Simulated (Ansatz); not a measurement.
# How well the gap of MoSeS (layered bulk) (P6_3mc) can be computed

Aim: a best estimate of the quasiparticle gap of MoSeS (layered bulk) (P6_3mc), with each correction and its cost laid out.

Method: density functionals, hybrids, G0W0, plane waves, PAW, in Ansatz 0.2.0.

The structure was built from a prototype and need not be the compound's stable phase.

### Step 1. Starting point

It takes space group P6_3mc (No. 186, hexagonal). Conventional cell: a = 3.252 Å, b = 3.252 Å, c = 12.780 Å, α = 90.00°, β = 90.00°, γ = 120.00°. Nearest to Mo lie 3 Se at 2.48 Å and 3 S at 2.48 Å. Nearest to S lie 3 Mo at 2.48 Å. Se has 3 Mo at 2.48 Å nearest. It derives from Mo1S1Se1. Farther neighbours and most contacts between anions are not listed.

As a file:

```cif
data_structure
_symmetry_space_group_name_H-M 'P6_3mc'
_symmetry_Int_Tables_number 186
_cell_length_a 3.2525
_cell_length_b 3.2525
_cell_length_c 12.7800
_cell_angle_alpha 90.000
_cell_angle_beta 90.000
_cell_angle_gamma 120.000
_cell_volume 117.08
loop_
_atom_site_label
_atom_site_type_symbol
_atom_site_symmetry_multiplicity
_atom_site_Wyckoff_symbol
_atom_site_fract_x
_atom_site_fract_y
_atom_site_fract_z
_atom_site_occupancy
Mo1 Mo 2 b 0.33333 0.66667 0.25000 1
S1 S 2 b 0.66667 0.33333 0.37676 1
Se1 Se 2 b 0.66667 0.33333 0.12324 1
```

The start is a generated structure, not a measured one.

### Step 2. Relaxing the structure

Gaps follow bond lengths, so the structure is brought to rest first.

This step: DFT, PBEsol-D3(BJ), plane waves, PAW; PAW set soft_1.

File input.yaml:

```yaml
crystal:
  lattice:
    - [3.2525, 0.0, 0.0]
    - [-1.62625, 2.8167476258, 0.0]
    - [0.0, 0.0, 12.7800000008]
  atoms:
    - { symbol: Mo, position: [0.3333333333, 0.6666666667, 0.25] }
    - { symbol: S, position: [0.6666666667, 0.3333333333, 0.3767605634] }
    - { symbol: Se, position: [0.6666666667, 0.3333333333, 0.1232394366] }
    - { symbol: Mo, position: [0.6666666667, 0.3333333333, 0.75] }
    - { symbol: S, position: [0.3333333333, 0.6666666667, 0.8767605634] }
    - { symbol: Se, position: [0.3333333333, 0.6666666667, 0.6232394366] }
kpoints:
  mp_grid: { grid: [9, 9, 2] }
hamiltonian:
  xc: pbesol
  dispersion: d3bj
  pseudopotentials: { kind: paw, azcp: { folder: soft_1 }, xc_functional: pbe }
scf:
  occupations: { method: fermi_dirac, width: 0.02 }
relax:
  f_tol: 0.01
  max_steps: 100
  cell: {}
```

Command:

```bash
$ ansatz run input.yaml --threads 2 --pin off --max-ram 92160MiB --backend cuda --events-out ev --progress --plain --runs-dir out --devices 1 --max-vram 13GiB
```

Numbers of over 12 decimals in the logs are rounded to 6 here.

What it wrote:

```text
GPUs: using 1 of 1 available (devices: 1).
Engine: ansatz 0.2.0, x86_64-unknown-linux-gnu
Pseudopotentials: kind: paw
Pseudopotential: Mo, paw, valence charge 14, recommended cutoff 420 eV (normal), soft_1/Mo.paw.azcp
Pseudopotential: S, paw, valence charge 6, recommended cutoff 420 eV (normal), soft_1/S.paw.azcp
Pseudopotential: Se, paw, valence charge 16, recommended cutoff 420 eV (normal), soft_1/Se.paw.azcp
Functional definition: PBEsol
  exchange = pbesol_x
  correlation = pbesol_c
device memory: the entry about to start is reckoned to put 1.7 GiB on a device that reports 45.0 GiB free (of which the cap on the GPU budget leaves the run 13.0 GiB)
GPU FFT provider: cuFFT
GPU libraries: cuBLAS 13.8.2, cuFFT 12.4.0, cuSOLVER 12.3.4
Crystal: 6 atoms, lattice volume = 117.084 Å³
Basis set: ecut = 420 eV, 2323 PW (Γ), exchange–correlation on 48×48×180 points (8 copies of the dense FFT grid, shifted against one another)
Bands: 44, of which v1, the nominal top of the filled ones, is band 36 counted from 1 (35 counted from 0)
Symmetry: 12 space group operations
Space group: P63mc (ITA 186), of the structure as read, at distance tolerance 4.9e-5 Å
k-points: 24 of 162
Non-local potential: Mo, projectors of the file, l = 0: 3, l = 1: 2, l = 2: 2, l = 3: 1
Non-local potential: S, projectors of the file, l = 0: 2, l = 1: 2, l = 2: 1
Non-local potential: Se, projectors of the file, l = 0: 2, l = 1: 2, l = 2: 3, l = 3: 1
PAW form: soft (Blöchl's): semilocal exchange-correlation on the pseudo side does not see the compensation charge
PAW frozen core: Mo, regenerated for the run's functional, and the local potential with it (the file was generated under x = pbe(κ = 0.804, μ = 0.219515), c = pbe(β = 0.066725))
PAW frozen core: S, regenerated for the run's functional, and the local potential with it (the file was generated under x = pbe(κ = 0.804, μ = 0.219515), c = pbe(β = 0.066725))
PAW frozen core: Se, regenerated for the run's functional, and the local potential with it (the file was generated under x = pbe(κ = 0.804, μ = 0.219515), c = pbe(β = 0.066725))
PAW one-centre angular grid: Mo, 590 points (default); XC on 64 Gauss nodes
PAW one-centre angular grid: S, 110 points (default); XC on 64 Gauss nodes
PAW one-centre angular grid: Se, 590 points (default); XC on 64 Gauss nodes
Initial density: superposition of atomic densities (chi_scale 0.1, normalization cell, long waves kept (reshape's long-wave potential 0.08 eV rms))
Initial wavefunctions: pseudopotential atomic-orbital guess
GPU buffer pool allocated for 51840 grid points (all kernels)
GPU transforms: local potential and band sums: pruned to the plane-wave sphere, on 24×24×90
Functional: x = pbesol(κ = 0.804, μ = 0.123457), c = pbesol(β = 0.046)
[...]
SCF converged after 6 iterations
Free energy (F): -22420.774817 eV
Harris-Foulkes:  -22420.774817 eV  (|F-HF|=3.64e-12)
Internal energy: -22420.774817 eV  (E = F + TS)
E sigma→0 (E₀):  -22420.774817 eV
Fermi energy:    13.445731 eV
--- Per-component energies (eV) ---
  E_band       = -897.217590
  E_kinetic    = 1285.181833
  E_local      = -8274.223413  (includes V_loc(G=0)·N_el)
  E_nonlocal   = -335.549439
  E_hartree    = 3968.106739
  E_xc         = -699.654301
  E_vxc        = -789.691787  (∫ρ·V_xc dr)
  E_paw        = -11665.665085  (= ΣΔE_a)
  E_vpaw       = -719.147708  (= ΣTr[D̂ρ^β])
  E_aug_tail   = -0.000633  (compensation charges beyond the density's cutoff)
  E_ewald      = -6698.919998
  E_disp       = -2.609922  (pairwise vdW)
  E_core_change = 2.559402  (= ΣΔE_core)
  E_smearing   = -0.000000  (= −TS)
  E_closure    = 0.000000  (closes the sum)
  Σ components = -22420.774817   (vs F -22420.774817, Δ=0.00e0)
--- Forces (eV/Å), atoms counted from 1 ---
  atom   1  Mo    -0.00000000     0.00000000     0.00047833
  atom   2  S      0.00000000    -0.00000000    -0.00003065
  atom   3  Se    -0.00000000    -0.00000000    -0.00044849
  atom   4  Mo     0.00000000    -0.00000000     0.00047833
  atom   5  S      0.00000000     0.00000000    -0.00003065
  atom   6  Se    -0.00000000     0.00000000    -0.00044849
  max |Σ_I F_I| component: 1.62e-6 eV/Å
--- Stress (GPa, compression-positive) ---
        0.002432       0.000000      -0.000000
        0.000000       0.002432      -0.000000
       -0.000000      -0.000000      -0.005480
  P = ⅓ Tr σ = -0.0002 GPa (-0.002 kbar)
--- Band table (eV; the first three rows and the last of 24) ---
  k-point 0: bands = [... 32 lower, 11.3658, 11.4702, 12.5415, 13.1714, 15.3652, 15.3652, 15.3690, 15.3690, ... 4 higher]
  k-point 1: bands = [... 32 lower, 11.3226, 11.3226, 12.9902, 12.9902, 15.3596, 15.3596, 15.3596, 15.3596, ... 4 higher]
  k-point 2: bands = [... 32 lower, 11.2960, 11.5685, 12.5254, 12.7307, 15.1112, 15.1895, 15.2387, 15.2903, ... 4 higher]
  k-point 23: bands = [... 32 lower, 10.1639, 10.1639, 12.3643, 12.3643, 14.2500, 14.2500, 15.0788, 15.0788, ... 4 higher]
--- Relaxed structure (7 steps of the walk, 6 accepted, 1 SCFs on fresh bases) ---
  F+E_penalty+E_count = -22420.77481747 eV   max|allowed force component| = 4.786e-4 eV/Å   (the final SCF, on the basis selected at the relaxed cell)
  cell:  # Å, volume = 104.3249 Å³
    - [3.167118, 3.1597733832119843e-18, 0]
    - [-1.583559, 2.742805, 0]
    - [0, 0, 12.009614]
  atoms:
    - { symbol: Mo, position: [0.333333, 0.666667, 0.255002] }
    - { symbol: S, position: [0.666667, 0.333333, 0.382196] }
    - { symbol: Se, position: [0.666667, 0.333333, 0.112802] }
    - { symbol: Mo, position: [0.666667, 0.333333, 0.755002] }
    - { symbol: S, position: [0.333333, 0.666667, 0.882196] }
    - { symbol: Se, position: [0.333333, 0.666667, 0.612802] }
```

It took 17 s on 1 × NVIDIA H100 80GB HBM3 (shared by 6 runs) with 2 threads of AMD EPYC 7R13 (Zen 3), shared host; peak memory 1 GiB.

The steps of the relaxation:

| step | energy less that of the first step (eV) | largest force component (eV/Å) | pressure (GPa) | volume (Å³) |
| --- | --- | --- | --- | --- |
| 1 | 0.0000 | 2.3719 | -7.03 | 117.08 |
| 2 | -0.3472 | 0.7689 | 3.43 | 101.77 |
| 3 | -0.4677 | 0.1662 | -1.00 | 104.54 |
| 4 | -0.4731 | 0.0661 | -0.01 | 104.78 |
| 5 | -0.4739 | 0.0074 | 0.11 | 104.17 |
| 6 | -0.4738 | 0.0368 | -0.19 | 104.42 |
| 7 | -0.4740 | 0.0005 | 0.00 | 104.32 |
| 8* | -0.4720 | 0.0005 | 0.00 | 104.32 |

Relaxation steps marked * repeat the geometry before them on a plane-wave basis chosen anew for their cell, so energy and pressure can jump there. Relaxation step 6 was tried and not accepted.

Forces are held to the 12 operations that the run works with; a distortion that breaks them can't arise in this run.

| conventional cell, symmetrised | before | after | change |
| --- | --- | --- | --- |
| a (Å) | 3.252 | 3.167 | -2.6 % |
| b (Å) | 3.252 | 3.167 | -2.6 % |
| c (Å) | 12.780 | 12.010 | -6.0 % |
| volume (Å³/atom) | 19.51 | 17.39 | -10.9 % |

The atoms that moved most (Å, as changes of fractional coordinates times the final cell):

| atom | dx | dy | dz | length |
| --- | --- | --- | --- | --- |
| Se6 | 0.000 | 0.000 | -0.125 | 0.125 |
| Se3 | 0.000 | 0.000 | -0.125 | 0.125 |
| S2 | 0.000 | 0.000 | 0.065 | 0.065 |
| S5 | 0.000 | 0.000 | 0.065 | 0.065 |
| Mo1 | 0.000 | 0.000 | 0.060 | 0.060 |
| Mo4 | 0.000 | 0.000 | 0.060 | 0.060 |

The relaxed structure:

```xyz
6
Lattice="3.1671 0.0000 0.0000 -1.5836 2.7428 0.0000 0.0000 0.0000 12.0096" Properties=species:S:1:pos:R:3 pbc="T T T"
Mo    0.0000    1.8285    3.0625
S     1.5836    0.9143    4.5900
Se    1.5836    0.9143    1.3547
Mo    1.5836    0.9143    9.0673
S     0.0000    1.8285   10.5948
Se    0.0000    1.8285    7.3595
```

### Step 3. PBEsol bands

Levels along a band path, at the cheap level, show where the edges lie and whether the meshes to come will hold them.

This step: DFT, PBEsol, plane waves, PAW; PAW set soft_1.

File input.yaml:

```yaml
crystal:
  lattice:
    - [3.1671178746, 0.0, 0.0]
    - [-1.5835589373, 2.7428045362, 0.0]
    - [0.0, 0.0, 12.0096143063]
  atoms:
    - { symbol: Mo, position: [0.3333333333, 0.6666666667, 0.2550024429] }
    - { symbol: S, position: [0.6666666667, 0.3333333333, 0.382195575] }
    - { symbol: Se, position: [0.6666666667, 0.3333333333, 0.1128019821] }
    - { symbol: Mo, position: [0.6666666667, 0.3333333333, 0.7550024429] }
    - { symbol: S, position: [0.3333333333, 0.6666666667, 0.882195575] }
    - { symbol: Se, position: [0.3333333333, 0.6666666667, 0.6128019821] }
kpoints:
  mp_grid: { grid: [12, 12, 2] }
  band_path:
    path:
      - [[0.0, 0.0, 0.0], [0.5, 0.0, 0.0], [0.33333333, 0.33333333, 0.0], [0.0, 0.0, 0.0], [0.0, 0.0, 0.5], [0.5, 0.0, 0.5], [0.33333333, 0.33333333, 0.5], [0.0, 0.0, 0.5]]
      - [[0.5, 0.0, 0.5], [0.5, 0.0, 0.0]]
      - [[0.33333333, 0.33333333, 0.5], [0.33333333, 0.33333333, 0.0]]
    npoints: 10
hamiltonian:
  xc: pbesol
  pseudopotentials: { kind: paw, azcp: { folder: soft_1 }, xc_functional: pbe }
scf:
  occupations: { method: fermi_dirac, width: 0.02 }
  n_extra_bands: 6
output:
  eigenvalues: true
  forces: true
  stress: true
  write_density: true
  write_potential: true
  elf: true
  volumetric_format: npy
```

What it wrote:

```text
[...]
GPUs: using 1 of 1 available (devices: 1).
[...]
GPU FFT provider: cuFFT
GPU libraries: cuBLAS 13.8.2, cuFFT 12.4.0, cuSOLVER 12.3.4
Crystal: 6 atoms, lattice volume = 104.325 Å³
Basis set: ecut = 420 eV, 2045 PW (Γ), exchange–correlation on 48×48×162 points (8 copies of the dense FFT grid, shifted against one another)
Bands: 42, of which v1, the nominal top of the filled ones, is band 36 counted from 1 (35 counted from 0)
Symmetry: 12 space group operations
[...]
k-points: 38 of 288
[...]
GPU buffer pool allocated for 46656 grid points (all kernels)
[...]
SCF iter   1: F=—  HF=-22419.913404 eV  |F-HF|=—  |Δ(HF+E_count)|=         —  Δρ=5.25e-2  dr2=5.84e0  ethr=3.10e-3  ⟨swp⟩=8.1  Hψ=6796  notcnv=0
[...]
SCF iter   9: F=-22418.165002 eV  HF=-22418.165002 eV  |F-HF|=2.62e-10  |Δ(HF+E_count)|=   1.15e-7  Δρ=3.99e-6  dr2=9.41e-9  ethr=1.39e-10  ⟨swp⟩=15.9  Hψ=17071  notcnv=0
SCF 1 converged in 9 iterations: F = -22418.165002 eV  dr2 = 9.41e-9
[...]
NSCF: frozen V_eff on 93 k-points
SCF converged after 9 iterations
Free energy (F): -22418.165002 eV
[...]
Internal energy: -22418.165002 eV  (E = F + TS)
E sigma→0 (E₀):  -22418.165002 eV
Entropy (-TS):   -0.000000 eV (-0.000 meV/atom)
Fermi energy:    13.404330 eV
[...]
--- Forces (eV/Å), atoms counted from 1 ---
  atom   1  Mo     0.00000000    -0.00000000    -0.00224551
  atom   2  S      0.00000000     0.00000000    -0.01467885
  atom   3  Se     0.00000000     0.00000000     0.01687236
  atom   4  Mo     0.00000000     0.00000000    -0.00224551
  atom   5  S      0.00000000    -0.00000000    -0.01467885
  atom   6  Se    -0.00000000    -0.00000000     0.01687236
  max |Σ_I F_I| component: 1.04e-4 eV/Å
--- Stress (GPa, compression-positive) ---
        4.107828       0.000000      -0.000000
        0.000000       4.107828       0.000000
       -0.000000       0.000000       4.203833
  P = ⅓ Tr σ = 4.1398 GPa (41.398 kbar)
--- Band table (eV; the first three rows and the last of 38) ---
  k-point 0: bands = [... 32 lower, 11.3658, 11.4702, 12.5415, 13.1714, 15.3652, 15.3652, 15.3690, 15.3690, ... 2 higher]
  k-point 1: bands = [... 32 lower, 11.3226, 11.3226, 12.9902, 12.9902, 15.3596, 15.3596, 15.3596, 15.3596, ... 2 higher]
  k-point 2: bands = [... 32 lower, 11.3343, 11.5449, 12.5759, 12.9200, 15.2384, 15.2785, 15.3263, 15.4072, ... 2 higher]
  k-point 37: bands = [... 32 lower, 10.1639, 10.1639, 12.3643, 12.3643, 14.2500, 14.2500, 15.0788, 15.0788, ... 2 higher]
```

Elapsed: 9 s, on 1 × NVIDIA H100 80GB HBM3 (shared by 6 runs) with 2 threads; peak memory 1 GiB; 9.1 s of CPU time.

In the SCF lines HF is the Harris–Foulkes energy and dr2 the Hartree energy of the density residual, in eV; the loop may stop once dr2 is under the threshold and the program's other checks hold. Hψ counts applications of the Hamiltonian.

Numbers from this step:

```yaml
pressure: 4.140 GPa
filled_bands: 36
gap: 0.5019 eV
valence_top_at: Γ
conduction_bottom_at: k = (0.167, 0.167, 0.000)
least_direct_gap: 1.695 eV
```

The gap is indirect, with the least direct gap 1.19 eV higher. The pressure of 4 GPa says that this functional would expand the cell; it is kept.

The electronic bands at the labelled points (eV, zero at the top of the highest nominally filled band):

| point | band 33 | band 34 | band 35 | band 36 | band 37 | band 38 | band 39 | band 40 |
| --- | --- | --- | --- | --- | --- | --- | --- | --- |
| Γ | -1.81 | -1.70 | -0.63 | 0.00 | 2.19 | 2.19 | 2.20 | 2.20 |
| halfway | -2.02 | -1.85 | -1.56 | -1.43 | 0.96 | 1.51 | 1.81 | 1.95 |
| M | -1.61 | -1.58 | -1.43 | -1.16 | 1.57 | 1.65 | 1.75 | 2.24 |
| halfway | -2.85 | -2.32 | -1.18 | -0.86 | 1.35 | 1.56 | 1.87 | 2.14 |
| K | -2.65 | -2.65 | -0.93 | -0.62 | 1.07 | 1.07 | 1.21 | 2.67 |
| halfway | -1.90 | -1.80 | -1.43 | -1.36 | 0.50 | 1.48 | 1.62 | 1.72 |
| Γ | -1.81 | -1.70 | -0.63 | 0.00 | 2.19 | 2.19 | 2.20 | 2.20 |
| halfway | -1.82 | -1.82 | -0.43 | -0.04 | 2.19 | 2.19 | 2.19 | 2.19 |
| A | -1.85 | -1.85 | -0.18 | -0.18 | 2.19 | 2.19 | 2.19 | 2.19 |
| halfway | -2.07 | -2.07 | -1.51 | -1.51 | 1.38 | 1.38 | 1.70 | 1.70 |
| L | -1.50 | -1.50 | -1.37 | -1.37 | 1.60 | 1.60 | 2.02 | 2.02 |
| halfway | -2.73 | -2.73 | -1.01 | -1.01 | 1.46 | 1.46 | 2.14 | 2.14 |
| H | -3.01 | -3.01 | -0.81 | -0.81 | 1.08 | 1.08 | 1.91 | 1.91 |
| halfway | -1.93 | -1.93 | -1.42 | -1.42 | 0.95 | 0.95 | 1.77 | 1.77 |
| A | -1.85 | -1.85 | -0.18 | -0.18 | 2.19 | 2.19 | 2.19 | 2.19 |
| jump to L | -1.50 | -1.50 | -1.37 | -1.37 | 1.60 | 1.60 | 2.02 | 2.02 |
| halfway | -1.57 | -1.52 | -1.45 | -1.22 | 1.58 | 1.63 | 1.84 | 2.18 |
| M | -1.61 | -1.58 | -1.43 | -1.16 | 1.57 | 1.65 | 1.75 | 2.24 |
| jump to H | -3.01 | -3.01 | -0.81 | -0.81 | 1.08 | 1.08 | 1.91 | 1.91 |
| halfway | -2.78 | -2.78 | -0.90 | -0.69 | 1.08 | 1.08 | 1.41 | 2.48 |
| K | -2.65 | -2.65 | -0.93 | -0.62 | 1.07 | 1.07 | 1.21 | 2.67 |

Electrostatic potential energy in the ac plane at fractional y = 0.333, with atoms of S and Se and Mo within 0.2 Å of it. With pseudopotentials it is smooth inside the atoms' cores, unlike the true potential.

Values in eV, 24 rows by 16 columns, each cell a mean:
```
 16  16  16  16  16  16  16  17  17  17  17  17  17  17  17  17
 14  12  11  11  11  13  14  16  16  17  17  17  17  17  16  15
 10   7   4   4   5   9  12  13  14  15  15  15  15  15  14  13
 10   9   8   8   9  10  10  10   8   5   3   3   4   7   9  11
  8  11  12  13  12   9   4  -7 -21 -30 -35 -35 -32 -25 -12   1
  3  10  13  13  11   6  -6 -26 -40 -41 -41 -41 -41 -41 -33 -12
  6  11  13  13  12   8  -1 -16 -32 -38 -41 -41 -39 -36 -22  -5
 10  11  11  11  11  10   9   6   0  -6 -10 -10  -7  -2   4   8
  8   5   3   2   4   7  10  12  12  12  12  12  12  13  12  11
  8   4   2   1   3   6  10  13  14  15  16  16  16  15  14  12
 13  11  10  10  11  12  14  15  16  16  17  17  17  16  15  14
 16  16  16  16  16  16  16  17  17  17  17  17  17  17  17  16
 16  17  17  17  17  17  16  15  13  12  11  10  11  13  14  16
 13  16  16  17  16  14  11   4  -8 -18 -22 -23 -20 -12   0   9
 10  14  15  15  15  12   5 -12 -29 -29 -21 -20 -26 -31 -18   1
 10  12  13  13  12  11   8  -2 -17 -26 -27 -27 -27 -21  -7   5
  8   6   4   4   5   7   9   9   7   4   2   1   3   6   9   9
  3  -2  -6  -7  -5   0   6   9  12  13  13  13  13  12  11   8
  6   2  -1  -1   1   4   8  10  11  11  11  11  11  11  11   9
 10  10  10  10  10  10   9   6   1  -2  -3  -3  -3  -1   4   8
  8  12  14  14  13  10   2  -6  -4   7  12  13  10  -1  -7  -1
  8  13  15  15  14  10   1  -7  -2  12  16  16  14   3  -7  -2
 13  15  16  16  15  14  11   5  -1  -3  -2  -2  -3  -2   3   9
 16  17  17  17  17  16  16  15  14  12  11  11  12  13  15  15
```
Columns run along a (3.2 Å; values clipped at the 3rd and 97th percentile), rows up along c (12.0 Å). Atoms in or near the plane, at fractional coordinates: S at (0.67, 0.38), Se at (0.67, 0.11), Mo at (0.67, 0.76).

Valence density in the ac plane at fractional y = 0.333, with atoms of S and Se and Mo within 0.2 Å of it. It is the smooth field of the valence electrons, not physical close to the nuclei.

Ten steps, logarithmic in the rise over the least value, from '_' (0 e/Å³) to '@' (34 e/Å³), each cell a mean:
```
________________________________
__..........____________________
......::........______________..
................................
..............::--==++++++==--::
....____....::==++********++==--
............::--==++****++++--::
................::::----::::....
....::::............______......
......::........______________..
__........______________________
________________________________
________________............____
____________..::::::----::::::..
..________..::::--::....::::::::
....____....::::::::::::::--::::
................::::::::::::....
..::::::::::....................
....::::::......................
..............::::::----::::::..
....____....::::==##@@@@##++--::
..________..::::==##@@@@%%++--::
____________....::--====--::::..
__________________........______
```
Columns run along a (3.2 Å), rows up along c (12.0 Å). Atoms in or near the plane, at fractional coordinates: S at (0.67, 0.38), Se at (0.67, 0.11), Mo at (0.67, 0.76).

(Part 1 of 2 ends here.)

[Paths, hosts, dates, memory and timing lines, banners, echoed tables and standing remarks are left out of the program output.]

[Logs are printed without paths, hosts, clocks, repeated set-up lines and the standing remarks that a program may print on its own settings, such as how far it seeks lower states.]

[Runs of the session that timed out or met a known fault of the program may be left out.]

[Cells called generated may have been cut or substituted from an entry of the Crystallography Open Database or the Materials Project.]

[Hosts, paths, dates, database ids (printed as entryN), source tags and the programs' standing remarks are cut or masked in the printed files.]
